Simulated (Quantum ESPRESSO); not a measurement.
# TiTeSe (P3m1): the Ti K absorption edge

What does one-electron theory with a core hole give for the Ti K edge of TiTeSe (P3m1)?

Calculated with Quantum ESPRESSO 7.5; X-ray absorption near-edge structure, plane-wave PAW LDA, one-electron final states by a Lanczos continued fraction.

This is a report of a sequence of runs, with most program output left out.

### 1. The structure

Symmetry: P3m1, No. 156, trigonal system. The conventional cell has a = 3.685 Å, b = 3.685 Å, c = 6.635 Å, α = 90.00°, β = 90.00°, γ = 120.00°. Te has 3 Ti at 2.79 Å nearest. Nearest to Se lie 3 Ti at 2.54 Å. Ti has 3 Se at 2.54 Å and 3 Te at 2.79 Å nearest. Farther neighbours and most contacts between anions are not listed.

Structure file:

```cif
data_structure
_symmetry_space_group_name_H-M 'P3m1'
_symmetry_Int_Tables_number 156
_cell_length_a 3.6851
_cell_length_b 3.6851
_cell_length_c 6.6348
_cell_angle_alpha 90.000
_cell_angle_beta 90.000
_cell_angle_gamma 120.000
_cell_volume 78.03
loop_
_atom_site_label
_atom_site_type_symbol
_atom_site_symmetry_multiplicity
_atom_site_Wyckoff_symbol
_atom_site_fract_x
_atom_site_fract_y
_atom_site_fract_z
_atom_site_occupancy
Te1 Te 1 c 0.66667 0.33333 0.25167 1
Se1 Se 1 b 0.33333 0.66667 0.76962 1
Ti1 Ti 1 a 0.00000 0.00000 0.97872 1
```

### 2. Ground state of the crystal

A plain self-consistent run shows whether there is a gap, which decides the set-up of the core-hole run.

scf.in

```
&control
   calculation='scf', prefix='x', pseudo_dir='../pp', outdir='tmp', tprnfor=.true.
/
&system
   ibrav=0, nat=3, ntyp=3, nbnd=12
   ecutwfc=40, ecutrho=310
   occupations='smearing', smearing='mv', degauss=0.015
/
&electrons
   conv_thr=3.0e-08, electron_maxstep=120
   mixing_beta=0.5
/
ATOMIC_SPECIES
Te 1.0 Te.lda-n-kjpaw.UPF
Se 1.0 Se.lda-n-kjpaw.UPF
Ti3 1.0 Ti.lda-nx-kjpaw.UPF
CELL_PARAMETERS angstrom
  3.68512791 0.00000000 0.00000000
  -1.84256396 3.19141439 0.00000000
  0.00000000 0.00000000 6.63475060
ATOMIC_POSITIONS crystal
Te   0.66666667 0.33333333 0.25166794
Se   0.33333333 0.66666667 0.76961768
Ti3  0.00000000 0.00000000 0.97871539
K_POINTS automatic
8 8 4 0 0 0
```

Te.lda-n-kjpaw.ld1.in

```
&input
   title='Te', zed=52., rel=1, iswitch=3, dft='PZ',
   config='[Kr] 5s2 5p4 4d10 5d-1'
/
&inputp
   file_pseudopw='Te.lda-n-kjpaw.UPF', author='',
   lpaw=.true.,
   pseudotype=3,
   lloc=-1,
   rcloc=2.1,
   which_augfun='PSQ',
   rmatch_augfun_nc=.true.,
   nlcc=.true.,
   new_core_ps=.true.,
   rcore=1.8,
   tm=.true.,
   lgipaw_reconstruction=.true., use_paw_as_gipaw=.true.
/
6
5S  1  0  2.00  0.00  1.70  2.10  0.0
5S  1  0  0.00  6.30  1.70  2.10  0.0
5P  2  1  4.00  0.00  1.60  2.30  0.0
5P  2  1  0.00  6.30  1.60  2.30  0.0
5D  3  2  0.00  0.50  1.60  2.40  0.0
5D  3  2  0.00  4.30  1.60  2.40  0.0
```

Se.lda-n-kjpaw.ld1.in

```
&input
   title='Se', zed=34., rel=1, iswitch=3, dft='PZ',
   config='[Ar] 4s2 4p4 3d10 4d-1'
/
&inputp
   file_pseudopw='Se.lda-n-kjpaw.UPF', author='',
   lpaw=.true.,
   pseudotype=3,
   lloc=2,
   which_augfun='PSQ',
   rmatch_augfun_nc=.true.,
   nlcc=.true.,
   new_core_ps=.true.,
   rcore=1.8,
   tm=.true.,
   lgipaw_reconstruction=.true., use_paw_as_gipaw=.true.
/
5
4S  1  0  2.00  0.00  1.50  1.90  0.0
4S  1  0  0.00  0.30  1.50  1.90  0.0
4P  2  1  4.00  0.00  1.50  1.90  0.0
4P  2  1  0.00  0.30  1.50  1.90  0.0
4D  3  2 -2.00  0.50  1.90  1.90  0.0
```

Ti.lda-nx-kjpaw.ld1.in

```
&input
   title='Ti', zed=22., rel=1, iswitch=3, dft='PZ',
   config='[Ar] 4s2 4p0 3d2'
/
&inputp
   file_pseudopw='Ti.lda-nx-kjpaw.UPF', author='',
   lpaw=.true.,
   pseudotype=3,
   lloc=-1,
   rcloc=2.55,
   which_augfun='PSQ',
   rmatch_augfun_nc=.true.,
   nlcc=.true.,
   new_core_ps=.true.,
   rcore=1.3,
   tm=.true.,
   lgipaw_reconstruction=.true., use_paw_as_gipaw=.true.
/
6
4S  1  0  2.00  0.00  2.00  2.75  0.0
4S  1  0  0.00  3.00  2.00  2.75  0.0
4P  2  1  0.00  0.00  2.00  2.75  0.0
4P  2  1  0.00  3.00  2.00  2.75  0.0
3D  3  2  2.00  0.00  1.20  2.30  0.0
3D  3  2  0.00  0.30  1.20  2.30  0.0
```

Run with:

```sh
OMP_NUM_THREADS=1 mpirun --oversubscribe --bind-to none -np 4 pw.x -nk 4 -in scf.in > scf.out
```

Run time: 8.1 s. Hardware: 4 MPI ranks of Arm Neoverse V1, shared host; peak memory 0.11 GiB.

Absorbing atoms carry a label of their own (element plus a letter or digit), as the spectrum program needs them as separate species.

The mesh shows no gap, so the system is treated as a metal and the core electron is put at the Fermi level (neutral cell).

### 3. Spectrum without a core hole, Ti atom 3

Without a hole the spectrum is the empty density of states of the right symmetry on the absorber, weighted by matrix elements. It needs only the small cell and serves as the baseline.

The absorber has 3 Se at 2.54 Å and 3 Te at 2.79 Å (distorted octahedral, site symmetry 3m).

xspectra.in

```
&input_xspectra
   calculation='xanes_dipole', edge='K'
   prefix='x', outdir='tmp', xiabs=3, xe0=5.5777
   xonly_plot=.false., x_save_file='xanes.sav'
   xniter=3000, xcheck_conv=20, xerror=0.005
   xcoordcrys=.false., xepsilon(1)=1, xepsilon(2)=0, xepsilon(3)=0
/
&plot
   xnepoint=413, xemin=-10, xemax=45, terminator=.true., cut_occ_states=.true.
   xgamma=0.4
/
&pseudos
   filecore='../Ti.wfc'
/
&cut_occ
   cut_desmooth=0.1, cut_stepl=0.05, cut_stepu=0.05, cut_ierror=1e-5
/
7 7 4 0 0 0
```

Run with:

```sh
OMP_NUM_THREADS=1 mpirun --oversubscribe --bind-to none -np 4 xspectra.x -nk 4 -in xspectra.in > xspectra.out
```

The job ended after 59 s (4 MPI ranks; peak memory 0.1 GiB).

The Ti K spectrum, Ti atom 3, no core hole (energy from the energy zero of the input (xe0, at the border of filled and empty states); intensity scaled to a mean of 1 over the first 20 eV; the points at xe0, where the cut of filled states can leave a spike, are interpolated; polarised curves are means over the symmetry-equivalent atoms):

```csv
E (eV),isotropic,ε ⊥ c,ε ∥ c
-2.0,0.03,0.03,0.02
-1.5,0.03,0.03,0.03
-1.0,0.04,0.04,0.03
-0.5,0.05,0.06,0.04
0.0,0.10,0.11,0.08
0.5,0.16,0.19,0.11
1.0,0.23,0.29,0.11
1.5,0.23,0.29,0.11
2.0,0.17,0.20,0.11
2.5,0.20,0.22,0.16
3.0,0.18,0.19,0.14
3.5,0.14,0.15,0.12
4.0,0.15,0.16,0.14
4.5,0.24,0.24,0.22
5.0,0.39,0.39,0.40
5.5,0.69,0.71,0.66
6.0,0.79,0.79,0.78
6.5,0.93,0.92,0.95
7.0,1.23,1.18,1.32
7.5,1.40,1.33,1.54
8.0,1.55,1.58,1.49
8.5,1.68,1.80,1.43
9.0,1.82,2.01,1.44
9.5,1.78,2.03,1.29
10.0,1.44,1.59,1.16
10.5,1.30,1.22,1.47
11.0,1.07,0.92,1.36
11.5,0.99,0.89,1.20
12.0,1.21,1.08,1.47
12.5,1.28,1.13,1.59
13.0,1.31,1.21,1.51
13.5,1.25,1.21,1.31
14.0,1.34,1.33,1.38
14.5,1.26,1.27,1.26
15.0,1.31,1.32,1.29
15.5,1.13,1.08,1.24
16.0,1.21,1.08,1.49
16.5,1.22,1.13,1.40
17.0,1.24,1.18,1.34
17.5,1.22,1.22,1.23
18.0,1.22,1.18,1.31
18.5,1.52,1.58,1.39
19.0,1.58,1.65,1.46
19.5,1.38,1.39,1.36
20.0,1.27,1.24,1.32
20.5,1.29,1.33,1.21
21.0,1.30,1.39,1.11
21.5,1.21,1.35,0.91
22.0,1.22,1.32,1.00
22.5,1.37,1.44,1.23
23.0,1.44,1.47,1.38
23.5,1.26,1.27,1.24
24.0,1.24,1.30,1.12
24.5,1.28,1.36,1.11
25.0,1.25,1.30,1.15
25.5,1.22,1.30,1.05
26.0,1.27,1.31,1.19
26.5,1.27,1.23,1.36
27.0,1.15,1.06,1.34
27.5,1.04,0.99,1.12
28.0,1.10,1.08,1.15
28.5,1.15,1.22,1.03
29.0,1.20,1.19,1.21
29.5,1.15,1.08,1.29
30.0,1.11,1.08,1.17
30.5,1.20,1.21,1.18
31.0,1.19,1.22,1.14
31.5,1.23,1.26,1.18
32.0,1.20,1.19,1.21
```

Main maxima below 30 eV (height): 1.2 eV (0.26), 9.2 eV (1.87), 13.9 eV (1.35), 18.8 eV (1.60), 20.8 eV (1.34), 22.8 eV (1.45) and 24.7 eV (1.33). A K edge sees empty p states. The first eV above the zero hold little dipole weight, as the lowest empty bands are of d character; the main edge, of 4p character, rises through 0.6 near 5 eV above the zero.

### 4. Another broadening

The final state's lifetime shortens with energy, so measured features broaden above the edge; the saved Lanczos coefficients are redrawn with a width that grows.

xspectra_plot.in

```
&input_xspectra
   calculation='xanes_dipole', edge='K'
   prefix='x', outdir='tmp', xiabs=3, xe0=5.5777
   xonly_plot=.true., x_save_file='xanes.sav'
   xniter=3000, xcheck_conv=20, xerror=0.005
   xcoordcrys=.false., xepsilon(1)=1, xepsilon(2)=0, xepsilon(3)=0
/
&plot
   xnepoint=413, xemin=-10, xemax=45, terminator=.true., cut_occ_states=.true.
   gamma_mode='variable', gamma_energy(1)=4, gamma_energy(2)=25, gamma_value(1)=0.47, gamma_value(2)=4
/
&pseudos
   filecore='../Ti.wfc'
/
&cut_occ
   cut_desmooth=0.1, cut_stepl=0.05, cut_stepu=0.05, cut_ierror=1e-5
/
7 7 4 0 0 0
```

Run with:

```sh
OMP_NUM_THREADS=1 xspectra.x -in xspectra_plot.in > xspectra_plot.out
```

Run time: 5.2 s. Hardware: 1 MPI rank; peak memory 0.05 GiB.

With a Lorentzian half width 0.47 eV up to 4 eV, rising linearly to 4 eV at 25 eV, the maxima are 1.2 eV (0.27), 9.0 eV (1.53) and 18.8 eV (1.30).

### 5. Supercell without a hole, the energy reference

The photon energy needs a difference of total energies, so the cell and mesh of the coming hole run are first run without a hole.

scf.in

```
&control
   calculation='scf', prefix='x', pseudo_dir='../pp', outdir='tmp', tprnfor=.true.
/
&system
   ibrav=0, nat=9, ntyp=3, nbnd=29
   ecutwfc=40, ecutrho=310
   occupations='smearing', smearing='mv', degauss=0.015
/
&electrons
   conv_thr=9.0e-08, electron_maxstep=120
   mixing_beta=0.5
/
ATOMIC_SPECIES
Te 1.0 Te.lda-n-kjpaw.UPF
Se 1.0 Se.lda-n-kjpaw.UPF
Ti 1.0 Ti.lda-nx-kjpaw.UPF
CELL_PARAMETERS angstrom
  0.00000000 6.38282878 0.00000000
  -5.52769187 -3.19141439 0.00000000
  0.00000000 0.00000000 6.63475060
ATOMIC_POSITIONS crystal
Te   0.00000000 0.66666667 0.25166794
Te   0.33333333 0.33333333 0.25166794
Te   0.66666667 0.00000000 0.25166794
Se   0.33333333 0.00000000 0.76961768
Se   0.66666667 0.66666667 0.76961768
Se   0.00000000 0.33333333 0.76961768
Ti   0.00000000 0.00000000 0.97871539
Ti   0.33333333 0.66666667 0.97871539
Ti   0.66666667 0.33333333 0.97871539
K_POINTS automatic
5 5 4 0 0 0
```

Run with:

```sh
OMP_NUM_THREADS=1 mpirun --oversubscribe --bind-to none -np 4 pw.x -nk 4 -in scf.in > scf.out
```

Run time: 68 s. Hardware: 4 MPI ranks; peak memory 0.27 GiB.

Reference energy: -821894.801 eV with the cores included.

### 6. The atom with a core hole

The frozen core must hold the hole, so the absorber gets a data set of its own.

Ti.lda-nx-kjpaw-1sch.ld1.in

```
&input
   title='Ti', zed=22., rel=1, iswitch=3, dft='PZ',
   config='1s1 2s2 2p6 3s2 3p6 4s2 4p0 3d3'
/
&inputp
   file_pseudopw='Ti.lda-nx-kjpaw-1sch.UPF', author='',
   lpaw=.true.,
   pseudotype=3,
   lloc=-1,
   rcloc=2.55,
   which_augfun='PSQ',
   rmatch_augfun_nc=.true.,
   nlcc=.true.,
   new_core_ps=.true.,
   rcore=1.3,
   tm=.true.,
   zval=5,
   lgipaw_reconstruction=.true., use_paw_as_gipaw=.true.
/
6
4S  1  0  2.00  0.00  2.00  2.75  0.0
4S  1  0  0.00  3.00  2.00  2.75  0.0
4P  2  1  0.00  0.00  2.00  2.75  0.0
4P  2  1  0.00  3.00  2.00  2.75  0.0
3D  3  2  3.00  0.00  1.20  2.30  0.0
3D  3  2  0.00  0.30  1.20  2.30  0.0
```

Run with:

```sh
ld1.x < Ti.lda-nx-kjpaw-1sch.ld1.in > Ti.lda-nx-kjpaw-1sch.ld1.out
```

The job ended after 0.81 s (1 MPI rank; peak memory 0.12 GiB).

Removing the core electron and adding it to the valence shell costs the free atom 4972.0 eV.

### 7. Supercell with XCH, Ti atom 3

The holes are 6.4 Å apart. The excited electron is kept in the cell, where it fills the lowest empty states and screens the hole.

scf.in: that of step 5 with these lines changed.

```diff
@@ -4,3 +4,3 @@
 &system
-   ibrav=0, nat=9, ntyp=3, nbnd=29
+   ibrav=0, nat=9, ntyp=4, nbnd=30
    ecutwfc=40, ecutrho=310
@@ -15,2 +15,3 @@
 Se 1.0 Se.lda-n-kjpaw.UPF
+Ti0 1.0 Ti.lda-nx-kjpaw-1sch.UPF
 Ti 1.0 Ti.lda-nx-kjpaw.UPF
@@ -27,3 +28,3 @@
 Se   0.00000000 0.33333333 0.76961768
-Ti   0.00000000 0.00000000 0.97871539
+Ti0  0.00000000 0.00000000 0.97871539
 Ti   0.33333333 0.66666667 0.97871539
```

Run with:

```sh
OMP_NUM_THREADS=1 mpirun --oversubscribe --bind-to none -np 4 pw.x -nk 4 -in scf.in > scf.out
```

The job ended after 77 s (4 MPI ranks; peak memory 0.27 GiB).

Energy with the hole: -816923.131 eV, cores included.

### 8. Spectrum with XCH, Ti atom 3

The Lanczos recursion gives the spectrum without computing empty bands; each polarisation needs a run of its own on the full k mesh. xe0 is set between filled and empty states, and states below it are cut, here at the Fermi level, which holds the excited electron. The file of filecore holds the core orbital, taken from the hole-free data set.

xspectra.in: that of step 3 with these lines changed.

```diff
@@ -2,3 +2,3 @@
    calculation='xanes_dipole', edge='K'
-   prefix='x', outdir='tmp', xiabs=3, xe0=5.5777
+   prefix='x', outdir='tmp', xiabs=3, xe0=5.5952
    xonly_plot=.false., x_save_file='xanes.sav'
@@ -17,2 +17,2 @@
 /
-7 7 4 0 0 0
+4 4 4 0 0 0
```

xspectra_1.in, as its differences from xspectra.in of step 8:

```diff
@@ -5,3 +5,3 @@
    xniter=3000, xcheck_conv=20, xerror=0.005
-   xcoordcrys=.false., xepsilon(1)=1, xepsilon(2)=0, xepsilon(3)=0
+   xcoordcrys=.false., xepsilon(1)=0, xepsilon(2)=0, xepsilon(3)=1
 /
```

Run with:

```sh
OMP_NUM_THREADS=1 mpirun --oversubscribe --bind-to none -np 4 xspectra.x -nk 4 -in xspectra.in > xspectra.out
```

Wall time 2.1 min (4 MPI ranks); peak memory 0.22 GiB; 8.3 min of CPU time.

The Ti K spectrum, Ti atom 3, excited-electron core hole (neutral cell) (energy from the energy zero of the input (xe0, at the border of filled and empty states); intensity scaled to a mean of 1 over the first 20 eV; the points at xe0, where the cut of filled states can leave a spike, are interpolated; polarised curves are means over the symmetry-equivalent atoms):

| E (eV) | isotropic | ε ⊥ c | ε ∥ c |
| --- | --- | --- | --- |
| -2.00 | 0.03 | 0.03 | 0.02 |
| -1.25 | 0.04 | 0.04 | 0.03 |
| -0.50 | 0.06 | 0.06 | 0.05 |
| 0.25 | 0.13 | 0.14 | 0.11 |
| 1.00 | 0.22 | 0.28 | 0.09 |
| 1.75 | 0.19 | 0.24 | 0.10 |
| 2.50 | 0.17 | 0.18 | 0.16 |
| 3.25 | 0.14 | 0.15 | 0.13 |
| 4.00 | 0.16 | 0.16 | 0.15 |
| 4.75 | 0.34 | 0.36 | 0.32 |
| 5.50 | 0.66 | 0.67 | 0.65 |
| 6.25 | 0.97 | 0.95 | 1.02 |
| 7.00 | 1.28 | 1.20 | 1.43 |
| 7.75 | 1.55 | 1.66 | 1.31 |
| 8.50 | 1.76 | 1.83 | 1.62 |
| 9.25 | 1.78 | 1.96 | 1.41 |
| 10.00 | 1.47 | 1.59 | 1.24 |
| 10.75 | 0.99 | 0.84 | 1.28 |
| 11.50 | 0.99 | 0.88 | 1.21 |
| 12.25 | 1.30 | 1.17 | 1.56 |
| 13.00 | 1.41 | 1.27 | 1.69 |
| 13.75 | 1.36 | 1.39 | 1.30 |
| 14.50 | 1.08 | 1.03 | 1.19 |
| 15.25 | 1.15 | 1.11 | 1.22 |
| 16.00 | 1.31 | 1.27 | 1.38 |
| 16.75 | 1.33 | 1.25 | 1.49 |
| 17.50 | 1.11 | 1.08 | 1.17 |
| 18.25 | 1.42 | 1.43 | 1.41 |
| 19.00 | 1.51 | 1.53 | 1.46 |
| 19.75 | 1.27 | 1.37 | 1.07 |
| 20.50 | 1.32 | 1.34 | 1.29 |
| 21.25 | 1.29 | 1.36 | 1.15 |
| 22.00 | 1.25 | 1.39 | 0.96 |
| 22.75 | 1.37 | 1.46 | 1.21 |
| 23.50 | 1.26 | 1.27 | 1.24 |
| 24.25 | 1.39 | 1.44 | 1.29 |
| 25.00 | 1.30 | 1.34 | 1.20 |
| 25.75 | 1.07 | 1.05 | 1.10 |
| 26.50 | 1.20 | 1.10 | 1.39 |
| 27.25 | 1.25 | 1.28 | 1.20 |
| 28.00 | 1.24 | 1.27 | 1.19 |
| 28.75 | 1.15 | 1.18 | 1.09 |
| 29.50 | 1.06 | 0.96 | 1.27 |
| 30.25 | 1.13 | 1.11 | 1.17 |
| 31.00 | 1.30 | 1.23 | 1.44 |
| 31.75 | 1.19 | 1.19 | 1.20 |

Main maxima below 30 eV (height): 1.2 eV (0.23), 8.6 eV (1.77), 9.4 eV (1.78), 13.0 eV (1.41), 16.4 eV (1.41), 18.8 eV (1.53) and 22.6 eV (1.41). 

The total-energy difference is 4971.67 eV. One term is added: -22.68 eV, since the hole is spin-paired here and a spin-polarised one costs that much less in the free atom (computed apart). The photon energy is then 4948.99 eV. The tabulated edge of the element is 4966 eV. The functional leaves an error in such absolute values: in the free atom LDA prices this hole 13.2 eV below PBE (computed apart), and PBE is itself good to a few eV.

### 9. Another broadening

xspectra_plot.in: that of step 4 with these lines changed.

```diff
@@ -2,3 +2,3 @@
    calculation='xanes_dipole', edge='K'
-   prefix='x', outdir='tmp', xiabs=3, xe0=5.5777
+   prefix='x', outdir='tmp', xiabs=3, xe0=5.5952
    xonly_plot=.true., x_save_file='xanes.sav'
@@ -17,2 +17,2 @@
 /
-7 7 4 0 0 0
+4 4 4 0 0 0
```

Run with:

```sh
OMP_NUM_THREADS=1 xspectra.x -in xspectra_plot.in > xspectra_plot.out
```

Wall time 2.5 s (1 MPI rank); peak memory 0.05 GiB.

With a Lorentzian half width 0.47 eV up to 4 eV, rising linearly to 4 eV at 25 eV, the maxima are 1.2 eV (0.24), 8.7 eV (1.53) and 18.7 eV (1.29).

### 10. Another broadening

The saved Lanczos coefficients are redrawn with another constant width, to see how the features depend on it.

xspectra_plot.in: that of step 9 with these lines changed.

```diff
@@ -9,3 +9,3 @@
    xnepoint=413, xemin=-10, xemax=45, terminator=.true., cut_occ_states=.true.
-   gamma_mode='variable', gamma_energy(1)=4, gamma_energy(2)=25, gamma_value(1)=0.47, gamma_value(2)=4
+   xgamma=0.25
 /
```

Run time: 2.5 s. Hardware: 1 MPI rank; peak memory 0.05 GiB.

With a Lorentzian half width 0.25 eV, the maxima are 1.2 eV (0.25), 7.8 eV (1.65), 8.6 eV (1.89), 9.4 eV (1.92), 16.4 eV (1.52), 18.8 eV (1.63) and 22.6 eV (1.51).

[end of part 1 of 2]

[Logs are printed without paths, hosts, clocks, repeated set-up lines and the standing remarks that a program may print on its own settings, such as how far it seeks lower states.]

[Hosts, paths, dates, database ids (printed as entryN), source tags and the programs' standing remarks are cut or masked in the printed files.]

[Lists of maxima count a maximum above −3 eV only where it reaches 4 % of the highest in the window and stands out from its surroundings by 2 % of it (1.5 % where it reaches 55 %); shoulders and weaker maxima are passed over, and of the rest the first, up to two pre-edge ones and the few strongest are named.]
